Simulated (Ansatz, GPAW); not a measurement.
# STM contrast on La/Ag(100), part 2 of 3

Aim: Tersoff-Hamann images of La/Ag(100) at several biases.

GPAW 26.7.0 and Ansatz 0.2.0; Ansatz plane waves; slab in vacuum with a dipole correction, relaxation; PAW set soft_1 (the session's first sound run).

So far, upper work function (eV): step 2 (relaxing the atoms) 2.26.

## Step 3: The slab's potential

The work function is the vacuum plateau of the electrostatic potential less the Fermi level; a dipole layer lets the two faces have plateaus of their own.

This step: GPAW, PAW setups; slab in vacuum (GPAW 26.7.0).

run.py reads:

```python
import json
import numpy as np
from ase import Atoms
from ase.dft.stm import STM
from gpaw import GPAW, PW

slab = Atoms(
    ['Ag', 'Ag', 'Ag', 'Ag', 'Ag', 'Ag', 'Ag', 'Ag', 'Ag', 'Ag', 'Ag', 'Ag', 'Ag', 'Ag', 'Ag', 'Ag', 'La'],
    positions=[
        [1.44603, 1.44603, 8.00000],
        [0.00000, 0.00000, 10.04500],
        [1.44603, 1.44603, 12.09000],
        [-0.00000, 0.00000, 13.87940],
        [1.44603, 4.33810, 8.00000],
        [0.00000, 2.89207, 10.04500],
        [1.44603, 4.33810, 12.09000],
        [0.00000, 2.89207, 14.56239],
        [4.33810, 1.44603, 8.00000],
        [2.89207, 0.00000, 10.04500],
        [4.33810, 1.44603, 12.09000],
        [2.89207, 0.00000, 14.56239],
        [4.33810, 4.33810, 8.00000],
        [2.89207, 2.89207, 10.04500],
        [4.33810, 4.33810, 12.09000],
        [2.89207, 2.89207, 14.34885],
        [0.00000, 0.00000, 16.55084]],
    cell=[[5.78413, 0.0, 0.0], [0.0, 5.78413, 0.0], [0.0, 0.0, 25.831]],
    pbc=[True, True, False])

slab.calc = GPAW(mode=PW(400), xc='PBE', kpts={'size': (6, 6, 1), 'gamma': True},
                 occupations={'name': 'fermi-dirac', 'width': 0.1}, nbands='160%',
                 convergence={'density': 1e-05}, maxiter=200,
                 poissonsolver={'dipolelayer': 'xy'},
                 symmetry={'tolerance': 1e-3}, txt='slab.txt')
result = {}
energy = slab.get_potential_energy()
fermi = slab.calc.get_fermi_level()
v = slab.calc.get_electrostatic_potential().mean((0, 1)) - fermi
n = slab.calc.get_pseudo_density().mean((0, 1))
L = slab.cell[2, 2]
z = np.arange(len(v)) * L / len(v)
low, high = slab.positions[:, 2].min(), slab.positions[:, 2].max()
below, above = np.interp([low - 5.8, high + 5.8], z, v)
slopes = [np.interp(x, z, np.gradient(v, z)) for x in (low - 5.8, high + 5.8)]
eps = np.array([[slab.calc.get_eigenvalues(k, s) for k in range(len(slab.calc.get_ibz_k_points()))]
                for s in range(slab.calc.get_number_of_spins())]) - fermi
top, bottom = eps[eps < 0].max(), eps[eps > 0].min()
dipole = slab.get_dipole_moment()[2]
print(f'energy {energy:.4f} eV, Fermi level {fermi:.4f} eV, dipole {dipole:.5f} e A')
print(f'potential 5.8 A off the faces, from the Fermi level: lower {below:.4f} eV, upper {above:.4f} eV')
print(f'slope of the potential there: lower {slopes[0]:.5f}, upper {slopes[1]:.5f} eV/A')
print(f'nearest levels on the mesh: {top:.4f} and {bottom:.4f} eV')
print('magnetic moment', round(slab.get_magnetic_moment(), 3))
result.update(energy=energy, fermi=fermi, dipole=dipole, below=below, above=above, slopes=slopes, edges=[top, bottom],
              z=z.tolist(), v=v.tolist(), n=n.tolist(), positions=slab.positions.tolist(),
              forces=slab.get_forces(apply_constraint=False).tolist(), moments=slab.get_magnetic_moments().tolist())

# Images need the states of the whole zone, up to time reversal
slab.calc = slab.calc.fixed_density(symmetry={'point_group': False}, txt='states.txt', nbands='220%',
                                    convergence={'bands': 'CBM+0.8'})
stm = STM(slab)
result['stm'] = []
for bias in [-0.5, 0.5]:
    height = high + 3.0
    current = stm.get_averaged_current(bias, height)
    x, y, h = stm.scan(bias, current)
    i, f = divmod(height / L * stm.ldos.shape[2], 1)
    I = abs((1 - f) * stm.ldos[:, :, int(i)] + f * stm.ldos[:, :, int(i) + 1])
    print(f'bias {bias} V: mean current at 3.0 A {current:.4e}, corrugation {np.ptp(h):.4f} A')
    result['stm'].append(dict(bias=bias, current=current, h=(h - high).tolist(), I=I.tolist()))
json.dump(result, open('result.json', 'w'))
```

Command:

```sh
> OMP_NUM_THREADS=1 OPENBLAS_NUM_THREADS=1 python run.py
```

Output:

```text
energy -45.4351 eV, Fermi level 1.0327 eV, dipole 0.36571 e A
potential 5.8 A off the faces, from the Fermi level: lower 4.2458 eV, upper 2.2684 eV
slope of the potential there: lower -0.00008, upper 0.00168 eV/A
nearest levels on the mesh: -0.0687 and 0.0057 eV
magnetic moment 0.0
bias -0.5 V: mean current at 3.0 A 2.1206e-04, corrugation 1.1404 A
bias 0.5 V: mean current at 3.0 A 1.2607e-03, corrugation 2.3760 A
```

Run time: 81 min. Hardware: 1 thread of Arm Neoverse V2, shared host; peak memory 3.1 GiB.

This step gave:

```
dipole along the normal                    : 0.3657 e·Å
levels nearest the Fermi level on the mesh : -0.06867, 0.005705 eV from the Fermi level
upper work function                        : 2.268 eV
lower work function                        : 4.246 eV
corrugation -0.5                           : 1.140 Å
corrugation 0.5                            : 2.376 Å
```

The electrostatic potential energy of an electron (without an applied field's), less the Fermi level, planar mean oscillates, so the rows of the table below give means over windows of 2.26 Å about each position, cut where the curve ends. Its maxima inside the range that stand out by 2 % of the span (Å: eV): 1.6: 4.25, 9.0: -0.767, 11.1: -0.745, 13.1: -0.301, 15.6: 0.0913. Its minima: 8.0: -17.3, 10.0: -17.5, 12.1: -17.4, 14.4: -13.8, 16.6: -8.72.

The electrostatic potential energy of an electron (without an applied field's), less the Fermi level, planar mean by z; means over each step:

```csv
z (Å),"electrostatic potential energy of an electron (without an applied field's), less the Fermi level, planar mean (eV)"
1.13,4.16
3.39,4.24
5.65,3.96
7.91,-6.92
10.17,-7.56
12.43,-7.47
14.69,-6.62
16.95,-3.22
19.21,2.03
21.47,2.26
23.73,2.27
```

Table of pseudo valence density, planar mean by z:

```csv
z (Å),"pseudo valence density, planar mean (e/Å³)"
4.5,1.8e-4
5.0,6.5e-4
5.5,0.00230
6.0,0.00814
6.5,0.0314
7.0,0.145
7.5,0.767
8.0,2.17
8.5,0.824
9.0,0.277
9.5,0.686
10.0,2.09
10.5,0.925
11.0,0.280
11.5,0.622
12.0,2.08
12.5,1.04
13.0,0.281
13.5,0.455
14.0,1.13
14.5,1.65
15.0,0.647
15.5,0.169
16.0,0.178
16.5,0.165
17.0,0.169
17.5,0.0645
18.0,0.0162
18.5,0.00592
19.0,0.00276
19.5,0.00131
20.0,6.1e-4
20.5,2.8e-4
21.0,1.3e-4
```

Tip height over the top atom over a1 and a2. Sample bias -0.5 V, constant current at the mean current 3.0 Å over the top atom.

Ten even steps from '_' (2.29 Å) to '@' (3.43 Å):
```
@@@@@@@@@@%%%%####********++++********####%%%%@@@@@@@@
@@@@@@@@%%%%%%####******++++++++******####%%%%%%@@@@@@
@@@@@@@@%%%%####******++++++++++++******####%%%%@@@@@@
@@@@%%%%%%####****++++++++++++++++++++****####%%%%%%@@
%%%%%%%%####****++++++============++++++****####%%%%%%
%%%%%%####****++++========----========++++****####%%%%
########****++++====----------------====++++****######
######****++++====----::::::::::::----====++++****####
********++++====----::::........::::----====++++******
********++++==----::::............::::----==++++******
******++++====--::::....________....::::--====++++****
****++++++====--::....____________....::--====++++++**
**++++++++==----::....____________....::----==++++++++
**++++++++==----::....____________....::----==++++++++
****++++++====--::....____________....::--====++++++**
******++++====--::::....________....::::--====++++****
********++++==----::::............::::----==++++******
********++++====----::::........::::----====++++******
######****++++====----::::::::::::----====++++****####
########****++++====----------------====++++****######
%%%%%%####****++++========----========++++****####%%%%
%%%%%%%%####****++++++============++++++****####%%%%%%
@@@@%%%%%%####****++++++++++++++++++++****####%%%%%%@@
@@@@@@@@%%%%####******++++++++++++******####%%%%@@@@@@
@@@@@@@@%%%%%%####******++++++++******####%%%%%%@@@@@@
@@@@@@@@@@%%%%####********++++********####%%%%@@@@@@@@
@@@@@@@@@@%%%%####********************####%%%%@@@@@@@@
```
Columns: a1 from 0 to 0.963; rows upwards: a2 from 0 to 0.963.

Local density of states summed over the bias window over a1 and a2. Sample bias -0.5 V, constant height 3.0 Å over the top atom.

Ten even steps from '_' (0.93 × 1e-4 arbitrary) to '@' (4.38 × 1e-4 arbitrary):
```
@@@@@@%%##****++====----------------====++****##%%@@@@
@@@@%%%%##**++++==--------------------==++++**##%%%%@@
%%%%%%##****++====----::::::::::::----====++****##%%%%
######****++====----::::::::::::::::----====++****####
********++====----::::::::....::::::::----====++******
****++++====----::::::............::::::----====++++**
++++++====----::::....................::::----====++++
========----::::........________........::::----======
====------::::......________________......::::------==
--------::::::....____________________....::::::------
------::::::......____________________......::::::----
------::::::....________________________....::::::----
------::::......________________________......::::----
------::::......________________________......::::----
------::::::....________________________....::::::----
------::::::......____________________......::::::----
--------::::::....____________________....::::::------
====------::::......________________......::::------==
========----::::........________........::::----======
++++++====----::::....................::::----====++++
****++++====----::::::............::::::----====++++**
********++====----::::::::....::::::::----====++******
######****++====----::::::::::::::::----====++****####
%%%%%%##****++====----::::::::::::----====++****##%%%%
@@@@%%%%##**++++==--------------------==++++**##%%%%@@
@@@@@@%%##****++====----------------====++****##%%@@@@
@@@@@@%%##****++====----------------====++****##%%@@@@
```
Columns: a1 from 0 to 0.963; rows upwards: a2 from 0 to 0.963.

Tip height over the top atom over a1 and a2. Sample bias 0.5 V, constant current at the mean current 3.0 Å over the top atom.

Values in Å, 12 rows by 16 columns, each cell a mean:
```
3.53 3.50 3.44 3.33 3.20 3.05 2.89 2.78 2.76 2.82 2.96 3.11 3.26 3.39 3.47 3.52
3.45 3.42 3.36 3.24 3.11 2.95 2.78 2.67 2.64 2.70 2.85 3.01 3.16 3.30 3.38 3.43
3.30 3.27 3.20 3.09 2.94 2.76 2.58 2.45 2.42 2.49 2.66 2.83 3.00 3.14 3.23 3.29
3.11 3.08 3.00 2.87 2.70 2.51 2.29 2.13 2.10 2.18 2.38 2.59 2.78 2.94 3.04 3.10
2.90 2.87 2.78 2.64 2.45 2.21 1.93 1.70 1.64 1.78 2.05 2.31 2.53 2.71 2.82 2.89
2.79 2.75 2.66 2.51 2.30 2.04 1.69 1.36 1.25 1.49 1.84 2.14 2.39 2.58 2.70 2.77
2.82 2.79 2.70 2.55 2.34 2.09 1.77 1.48 1.39 1.58 1.91 2.19 2.43 2.62 2.74 2.81
2.99 2.95 2.87 2.73 2.55 2.34 2.09 1.89 1.85 1.96 2.19 2.42 2.63 2.80 2.91 2.97
3.20 3.17 3.10 2.97 2.82 2.63 2.43 2.29 2.26 2.34 2.52 2.70 2.88 3.03 3.13 3.19
3.38 3.35 3.28 3.17 3.02 2.86 2.68 2.56 2.53 2.60 2.75 2.92 3.08 3.22 3.31 3.36
3.49 3.46 3.40 3.29 3.16 3.00 2.84 2.73 2.70 2.76 2.91 3.06 3.21 3.35 3.43 3.48
3.55 3.52 3.46 3.35 3.22 3.07 2.91 2.80 2.78 2.84 2.98 3.13 3.27 3.40 3.48 3.54
```
Columns: a1 from 0 to 0.963; rows upwards: a2 from 0 to 0.963.

Local density of states summed over the bias window over a1 and a2. Sample bias 0.5 V, constant height 3.0 Å over the top atom.

Ten even steps from '_' (0.50 × 1e-3 arbitrary) to '@' (3.12 × 1e-3 arbitrary):
```
@@@@@@%%##**++==----::::........::::----==++**##%%@@@@
@@@@%%####**++==--::::::........::::::--==++**####%%@@
%%%%####**++====--::::............::::--====++**####%%
######**++++==--::::::............::::::--==++++**####
******++++==----::::................::::----==++++****
++++++====----::::........____........::::----====++++
========----::::......____________......::::----======
--------::::::......________________......::::::------
----::::::::......____________________......::::::::--
::::::::::......________________________......::::::::
::::::........____________________________........::::
::............____________________________............
............________________________________..........
............________________________________..........
::............____________________________............
::::::........____________________________........::::
::::::::::......________________________......::::::::
----::::::::......____________________......::::::::--
--------::::::......________________......::::::------
========----::::......____________......::::----======
++++++====----::::........____........::::----====++++
******++++==----::::................::::----==++++****
######**++++==--::::::............::::::--==++++**####
%%%%####**++====--::::............::::--====++**####%%
@@@@%%####**++==--::::::........::::::--==++**####%%@@
@@@@@@%%##**++==----::::........::::----==++**##%%@@@@
@@@@@@%%##**++==----::::::....::::::----==++**##%%@@@@
```
Columns: a1 from 0 to 0.963; rows upwards: a2 from 0 to 0.963.

Force by atom:

```csv
atom,x (eV/Å),y (eV/Å),z (eV/Å),size
Ag1,-0.014,-0.014,-0.103,0.105
Ag2,0.000,0.000,-0.092,0.092
Ag3,0.337,0.337,0.198,0.516
Ag4,0.000,0.000,-0.065,0.065
Ag5,-0.014,0.014,-0.103,0.105
Ag6,0.000,0.000,-0.106,0.106
Ag7,0.337,-0.337,0.198,0.516
Ag8,0.000,0.000,0.003,0.003
Ag9,0.014,-0.014,-0.103,0.105
Ag10,0.000,0.000,-0.106,0.106
Ag11,-0.337,0.337,0.198,0.516
Ag12,0.000,0.000,0.003,0.003
Ag13,0.014,0.014,-0.103,0.105
Ag14,0.000,0.000,-0.036,0.036
Ag15,-0.337,-0.337,0.198,0.516
Ag16,0.000,0.000,0.005,0.005
La17,0.000,0.000,0.026,0.026
```

The potential is flat to 0.002 eV/Å where it is read, so the vacuum is wide enough. The geometry is the other program's minimum; here the largest force on a free atom is 0.065 eV/Å.

(Continued in part 3 of 3.)

[Logs are printed without paths, hosts, clocks, repeated set-up lines and the standing remarks that a program may print on its own settings, such as how far it seeks lower states.]

[Hosts, paths, dates, database ids (printed as entryN), source tags and the programs' standing remarks are cut or masked in the printed files.]
